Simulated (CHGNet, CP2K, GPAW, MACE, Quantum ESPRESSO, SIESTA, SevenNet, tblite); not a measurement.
# Codes compared on C(111) slab, H on the bottom face (81 atoms)

Wanted: errors and costs of other methods on C(111) slab, H on the bottom face (81 atoms). A plane-wave run serves as the reference.

Method: Kohn-Sham DFT, PBE, SSSP efficiency 1.3.0 pseudopotentials, plane waves, in Quantum ESPRESSO 7.5.

### Step 1. The structure

The cell holds 81 atoms: 72 C and 9 H. Its edges and angles: a = 7.567 Å, b = 7.567 Å, c = 19.783 Å, α = 90.0°, β = 90.0°, γ = 120.0°. It derives from C (diamond-structure). Diamond-structure C (a = 3.567 Å), (111) slab of 8 atomic planes, 3 x 3 surface cells, H on the broken bonds of the bottom face, 12 Å of vacuum; displaced by a Gaussian of 0.02 Å. Then every atom was moved at random, 0.02 Å r.m.s. a Cartesian component (hydrogen 0.6 of that). Regions: slab, 72 atoms (72 C); hydrogen, 9 atoms (9 H). Vacuum lies along c.

### Step 2. Reference: Quantum ESPRESSO, plane waves

pw.in reads:

```
&control
  calculation = 'scf'
  pseudo_dir = './pseudo'
  outdir = './tmp'
  disk_io = 'none'
  tprnfor = .true.
/
&system
  ibrav = 0
  nat = 81
  ntyp = 2
  ecutwfc = 60
  ecutrho = 480
  nosym = .true.
  occupations = 'smearing'
  smearing = 'fd'
  degauss = 0.003675
/
&electrons
  conv_thr = 4.0e-07
  electron_maxstep = 100
  mixing_beta = 0.2
  mixing_mode = 'local-TF'
  diagonalization = 'david'
/
ATOMIC_SPECIES
C 12.011 C.upf
H 1.008 H.upf
CELL_PARAMETERS angstrom
7.56675 0.00000 0.00000
-3.78337 6.55300 0.00000
0.00000 0.00000 19.78308
ATOMIC_POSITIONS crystal
C 0.44636 0.89411 0.38407
C 0.33013 0.99984 0.35912
C 0.22284 0.78025 0.48942
C 0.44049 0.88971 0.46202
C 0.33155 0.00026 0.59393
C 0.22418 0.77689 0.56877
C 0.44995 0.89344 0.69765
C 0.32876 0.99487 0.67247
C 0.44828 0.56098 0.38455
C 0.33497 0.66967 0.35923
C 0.22217 0.44398 0.48959
C 0.45481 0.56337 0.46292
[... 65 atom lines left out ...]
H 0.00260 0.99906 0.30323
H 0.67139 0.33688 0.30301
H 0.00001 0.66553 0.30433
H 0.00251 0.33399 0.30416
K_POINTS gamma
```

Run with:

```bash
$ OMP_NUM_THREADS=1 mpirun -np 4 pw.x -in pw.in > output.txt
```

The log of the run:

```text
Program PWSCF
     gamma-point specific algorithms are used
     Message from routine set_sym_bl:
     NOTICE: Symmetry group for Bravais lattice is not a group (16) - symmetries are disabled
     one sub-group per band group will be used
     scalapack distributed-memory algorithm (size of sub-group:  2*  2 procs)
     Parallelization info
     sticks:   dense  smooth     PW     G-vecs:    dense   smooth      PW
     Min        1686     849    211               293854   103902   13028
     Max        1689     852    212               293873   103912   13032
     Sum        6751    3403    847              1175463   415631   52119
     bravais-lattice index     =            0
     lattice parameter (alat)  =      14.2991  a.u.
     unit-cell volume          =    6619.7267 (a.u.)^3
[... lines left out ...]
     number of electrons       =       297.00
[... lines left out ...]
     scf convergence threshold =      4.0E-07
[... lines left out ...]
     number of k points=     1  Fermi-Dirac smearing, width (Ry)=  0.0037
[... lines left out ...]
     total energy              =   -1336.84510366 Ry
[... lines left out ...]
     total energy              =   -1336.57983394 Ry
[... lines left out ...]
     total energy              =   -1335.18948522 Ry
[... lines left out ...]
     total energy              =   -1335.34410555 Ry
[... lines left out ...]
     total energy              =   -1335.34410309 Ry
     estimated scf accuracy    <       0.00000073 Ry
     iteration # 38     ecut=    60.00 Ry     beta= 0.20
     negative rho (up, down):  6.127E-04 0.000E+00
     End of self-consistent calculation
          k = 0.0000 0.0000 0.0000 ( 26060 PWs)   bands (ev):
   -18.3388 -17.1707 -15.8645 -15.6968 -15.6732 -15.6379 -15.6166 -15.4945
   -15.3622 -14.6730 -14.6036 -14.5491 -14.5393 -14.4711 -14.2880 -13.5083
   -12.9815 -12.9185 -12.8437 -12.7884 -12.6878 -12.6716 -11.3396 -11.3080
[...]
7.7108   8.0767   8.1682   8.1825   8.2265   8.2611   8.3029   8.6391
     8.6913   8.7245   8.8373   8.8922   8.9440   8.9862   9.0731   9.1815
     9.3126   9.3277   9.4715
     the Fermi energy is     3.6274 ev
!    total energy              =   -1335.34410320 Ry
     estimated scf accuracy    <       0.00000029 Ry
     smearing contrib. (-TS)   =      -0.03510338 Ry
     internal energy E=F+TS    =   -1335.30899982 Ry
     The total energy is F=E-TS. E is the sum of the following terms:
     one-electron contribution =  -12559.97972620 Ry
     hartree contribution      =    6397.55713271 Ry
     xc contribution           =    -342.37723739 Ry
     ewald contribution        =    5613.17664219 Ry
     one-center paw contrib.   =    -443.68581113 Ry
     convergence has been achieved in  38 iterations
     negative rho (up, down):  6.127E-04 0.000E+00
     Forces acting on atoms (cartesian axes, Ry/au):
     atom    1 type  1   force =    -0.02733322   -0.05542795   -0.02899251
     atom    2 type  1   force =     0.04147568    0.03907351    0.02316468
     atom    3 type  1   force =     0.04889616   -0.01833757   -0.00366624
[...]
atom   80 type  2   force =    -0.00147916    0.01066673    0.00098230
     atom   81 type  2   force =    -0.00435546    0.00351633    0.01423773
     Total force =     1.013813     Total SCF correction =     0.001498
     Message from routine punch:
     Nothing written, as per user request (disk_io='none')
```

Run time: 3.3 min. Hardware: 4 MPI ranks of Arm Neoverse V1, shared host; peak memory 3.2 GiB; 13 min of CPU time.

Banners, paths, timers and routine set-up lines are dropped from the logs unmarked, and long logs keep their key lines alone; longer cuts are marked.

Numbers from this run:

| Property | Result |
| --- | --- |
| r.m.s. force component | 1.672 eV/Å |
| longest force | 5.94 eV/Å |

### Step 3. Structure statistics

Normalised to the volume that the atoms fill. g(r), total and by pair (bins of 0.2 Å):

```csv
r (Å),total,C-C,C-H,H-H
1.00,0.20,0.00,1.04,0.00
1.20,0.23,0.00,1.19,0.00
1.40,0.44,0.56,0.00,0.00
1.60,2.92,3.70,0.00,0.00
1.80,0.00,0.00,0.00,0.00
2.00,0.00,0.00,0.00,0.00
2.20,0.34,0.00,1.72,0.00
2.40,1.02,1.26,0.00,1.56
2.60,2.77,3.19,0.08,18.80
2.80,0.54,0.17,2.05,0.00
3.00,2.24,2.84,0.00,0.00
3.20,0.01,0.00,0.06,0.00
3.40,0.29,0.04,1.27,0.00
3.60,0.73,0.91,0.07,0.00
3.80,0.89,1.11,0.08,0.00
4.00,0.58,0.63,0.45,0.00
4.20,0.32,0.11,1.21,0.00
4.40,2.12,2.44,0.54,6.79
4.60,1.20,1.34,0.73,0.00
4.80,0.05,0.05,0.07,0.00
5.00,0.90,0.89,0.68,5.10
5.20,1.16,1.26,0.85,0.00
5.40,0.51,0.41,0.95,0.00
5.60,0.97,1.19,0.20,0.00
5.80,0.57,0.71,0.06,0.00
6.00,0.14,0.04,0.53,0.00
6.20,0.46,0.39,0.76,0.00
6.40,0.88,0.95,0.63,0.00
```

Bonds by pair of elements; cutoffs follow the first minimum of g(r), held within bounds set by covalent radii, and pairs that aren't listed don't count as bonded (cutoffs were set anew for this text, so counts can differ from the run's own analysis):

```csv
pair A-B,cutoff (Å),bonds,mean length (Å),spread (Å),shortest (Å),B about A,A about B
C-C,1.85,135,1.54,0.036,1.43,3.75,3.75
C-H,1.34,9,1.1,0.012,1.08,0.125,1
```

How many atoms have how many bonded neighbours:

```csv
element,mean,1,3,4
C,3.88,0,9,63
H,1,9,0,0
```

Rings of the network by King's shortest-path rule, up to 12 atoms, one path for each pair of neighbours; H, halogens, alkali and alkaline-earth atoms are left out, and the last column divides by all other atoms, bonded or not:

```csv
ring size (atoms),rings,per network atom
6,116,1.61
```

### Step 4. The ladder

The programs:
- CHGNet: machine-learned potential, published weights.
- CP2K 2026.2: Gaussian basis with GTH pseudopotentials and a plane-wave density; labels give functional, basis (MOLOPT sets; SR short-range, UZH the newer set with its own potentials), grid cutoff/relative cutoff and solver (OT: orbital transformation; TRS4, TC2, SIGN: linear-scaling purification with its sparsity filter), or its built-in tight binding.
- GPAW 26.7.0: PAW with atomic orbitals (LCAO), plane waves or a real-space grid of spacing h.
- MACE: machine-learned potential, published weights.
- Quantum ESPRESSO 7.5: plane waves; labels (QE) give functional, pseudopotential set and cutoffs of waves/density.
- SIESTA 5.4.2: numerical atomic orbitals, whose automatically made sets are far from complete, with PseudoDojo norm-conserving potentials that we converted to its format (checked against plane waves on the same files for H, C, O, Si, Ge and Ca alone); labels give functional, basis size, energy shift and mesh cutoff.
- SevenNet: machine-learned potential, published weights.
- tblite 0.8.0: extended tight binding, driven from Python.

All use the same cell and atoms; the electronic-structure runs use the same k-mesh, and an electronic temperature of 580 K (0.05 eV) where levels are smeared.

Differences are against the plane-wave reference, forces as r.m.s. over components; share is that over the reference's r.m.s. force, slope the least-squares factor from reference forces to these. Total energies of different programs have different zeros and aren't compared.

```csv
run,"Δ force, r.m.s. (meV/Å)",share (%),slope,cores,CPU time,memory (GiB)
reference,-,-,-,4,13 min,3.2
CHGNet r2SCAN potential,559,33.4,0.730,1,8.8 s,4.5
"CP2K PBE+D4, DZVP-MOLOPT-SR, 450/50 Ry, diagonalisation",55.9,3.35,1.018,2,18 min,2.2
"CP2K PBE, DZVP-MOLOPT-SR, 225/50 Ry, diagonalisation (coarse)",54.5,3.26,1.019,2,14 min,0.99
"CP2K PBE, DZVP-MOLOPT-SR, 450/50 Ry, diagonalisation",54.0,3.23,1.016,2,17 min,2.2
"CP2K PBE, TZV2P-UZH, 450/50 Ry, diagonalisation",19.1,1.14,1.002,4,57 min,3.6
"CP2K r2SCAN, SCAN potentials, DZVP-UZH(SCAN), 600/50 Ry, diagonalisation",102,6.09,1.039,4,48 min,4.7
"GPAW LDA, LCAO dzp, h 0.2 Å",203,12.1,1.018,1,4.9 min,0.65
"GPAW PBE, LCAO dzp, h 0.2 Å",130,7.77,1.012,1,5.2 min,0.66
"GPAW PBE, LCAO szp(dzp), h 0.2 Å (coarse)",508,30.4,0.978,1,4.1 min,0.63
MACE MP-0b2 small potential,507,30.3,0.818,1,8.3 s,0.7
"QE PBE, gbrv-1.5, 40/200 Ry",35.2,2.11,1.004,2,5.5 min,0.92
"SIESTA PBE, DZP, shift 0.01 Ry, mesh 300 Ry",149,8.89,1.023,2,7.3 min,1.0
"SIESTA PBE, TZP, shift 0.01 Ry, mesh 300 Ry",125,7.49,1.012,2,11 min,1.2
SevenNet l3i5 potential,734,43.9,0.705,1,16 s,2.2
tblite GFN1-xTB,401,24.0,0.899,1,2.1 s,0.1
tblite GFN2-xTB,380,22.7,0.901,1,7 s,0.1
```

Rows marked coarse were listed beforehand as settings not expected to be converged; some can still land near the reference.

Times of the machine-learned potentials are mostly Python's start and the loading of weights.

CPU time is summed over cores on a shared host, where runs went side by side, so it is rough. Symmetry, cutoffs, thresholds, outputs and thread counts weren't matched or tuned between programs; memory under MPI is the largest rank's times the ranks.

Runs without a result: CP2K PBE, TZVP-MOLOPT, 450/50 Ry, diagonalisation (cut off at its time limit of 21 min).

Mean charges by element (e), by run and scheme:

```csv
run,scheme,C,H
"CP2K PBE+D4, DZVP-MOLOPT-SR, 450/50 Ry, diagonalisation",Mulliken,-0.01,+0.09
"CP2K PBE+D4, DZVP-MOLOPT-SR, 450/50 Ry, diagonalisation",Hirshfeld,-0.01,+0.04
"CP2K PBE, DZVP-MOLOPT-SR, 450/50 Ry, diagonalisation",Mulliken,-0.01,+0.09
"CP2K PBE, DZVP-MOLOPT-SR, 450/50 Ry, diagonalisation",Hirshfeld,-0.01,+0.04
"CP2K PBE, TZV2P-UZH, 450/50 Ry, diagonalisation",Mulliken,+0.04,-0.29
"CP2K PBE, TZV2P-UZH, 450/50 Ry, diagonalisation",Hirshfeld,-0.01,+0.04
"CP2K r2SCAN, SCAN potentials, DZVP-UZH(SCAN), 600/50 Ry, diagonalisation",Mulliken,0.00,+0.02
"CP2K r2SCAN, SCAN potentials, DZVP-UZH(SCAN), 600/50 Ry, diagonalisation",Hirshfeld,-0.01,+0.04
"SIESTA PBE, DZP, shift 0.01 Ry, mesh 300 Ry",Hirshfeld,0.00,+0.01
"SIESTA PBE, TZP, shift 0.01 Ry, mesh 300 Ry",Hirshfeld,0.00,+0.01
tblite GFN1-xTB,Mulliken,0.00,+0.04
tblite GFN2-xTB,Mulliken,0.00,+0.03
```

Within one program, basis, potentials and functional, energies share a zero. Each run against its twin at the usual cutoff or grid and solver:

```csv
run,twin,Δ energy (meV/atom),"Δ force, r.m.s. (meV/Å)",CPU time over the twin's
"CP2K PBE, DZVP-MOLOPT-SR, 225/50 Ry, diagonalisation","DZVP-MOLOPT-SR, 450/50 Ry, diagonalisation",-0.216,18.3,0.79
```

### Step 5. What came out

| Quantity | Value |
| --- | --- |
| reference r.m.s. force component | 1.67 eV/Å |
| nearest in forces | CP2K PBE, TZV2P-UZH, 450/50 Ry, diagonalisation, 1.1 % |
| farthest in forces | SevenNet l3i5 potential, 44 % |
| cheapest electronic-structure run beside the reference | tblite GFN1-xTB, 2.1 s of CPU time |

In words: PBE on plane waves or a grid with other potentials, cutoffs or grids, coarse settings apart, differs from the reference by 2.1 % (QE PBE, gbrv-1.5, 40/200 Ry) of the r.m.s. force; this holds the reference's own error, so differences of a few per cent don't tell which side is nearer the exact PBE result. The PBE runs in local orbitals, coarse settings apart, differ by 1.1 % (CP2K PBE, TZV2P-UZH, 450/50 Ry, diagonalisation) to 8.9 % (SIESTA PBE, DZP, shift 0.01 Ry, mesh 300 Ry); basis, grid and potentials can all enter. Tight binding differs by 23 % (tblite GFN2-xTB) to 24 % (tblite GFN1-xTB); it is another model, with fitted parameters of its own, and the xTB methods hold dispersion. Machine-learned potentials differ by 30 % (MACE MP-0b2 small potential) to 44 % (SevenNet l3i5 potential); they were trained on other programs' data, some at another functional. Among those trained on PBE data the slope goes as low as 0.70, which softening far from their training structures can give, though the reference's k-sampling is untested too. Rows with another functional or a dispersion term differ by 3.3 % (CP2K PBE+D4, DZVP-MOLOPT-SR, 450/50 Ry, diagonalisation) to 12 % (GPAW LDA, LCAO dzp, h 0.2 Å), which mixes the change of model with differences of basis and potentials, some of them made for another functional. Runs with settings chosen to be coarse differ by 3.3 % (CP2K PBE, DZVP-MOLOPT-SR, 225/50 Ry, diagonalisation) to 30 % (GPAW PBE, LCAO szp(dzp), h 0.2 Å), their programs' other errors included. Of the electronic-structure runs that take under half the reference's CPU time, QE PBE, gbrv-1.5, 40/200 Ry comes nearest, at 2.1 % in 5.5 min against 13 min. Charges hang on model, scheme and program or settings: among these rows the mean for H runs from -0.29 to +0.09 e, even in sign. In the reference: levels near the Fermi energy are neither full nor empty under the smearing, so no gap is quoted. In the reference: for some of the pairs, g(r) has its first main peak near 1.54 Å (C-C), 1.10 Å (C-H) and 2.52 Å (H-H). Periodic xTB results under one method name differ between programs and library versions. The electron count is odd in these runs, and they have no spin polarisation, so the unpaired electron is spread evenly over both spins. Machine-learned potentials mimic data converged in k, so the reference's own k-point error enters their differences. The runs have no spin polarisation, so any moments at edges, vacancies or dangling bonds can't form. The electronic-structure runs sample only Γ, in a cell whose shortest periodic width is 7 Å, which is coarse for a cell with partly filled levels.

[Also dropped from logs without a mark: logging warnings of Python, and SIESTA's first energy breakdown and zero terms.]

[Logs are printed without paths, hosts, clocks, repeated set-up lines and the standing remarks that a program may print on its own settings, such as how far it seeks lower states.]

[Hosts, paths, dates, database ids (printed as entryN), source tags and the programs' standing remarks are cut or masked in the printed files.]
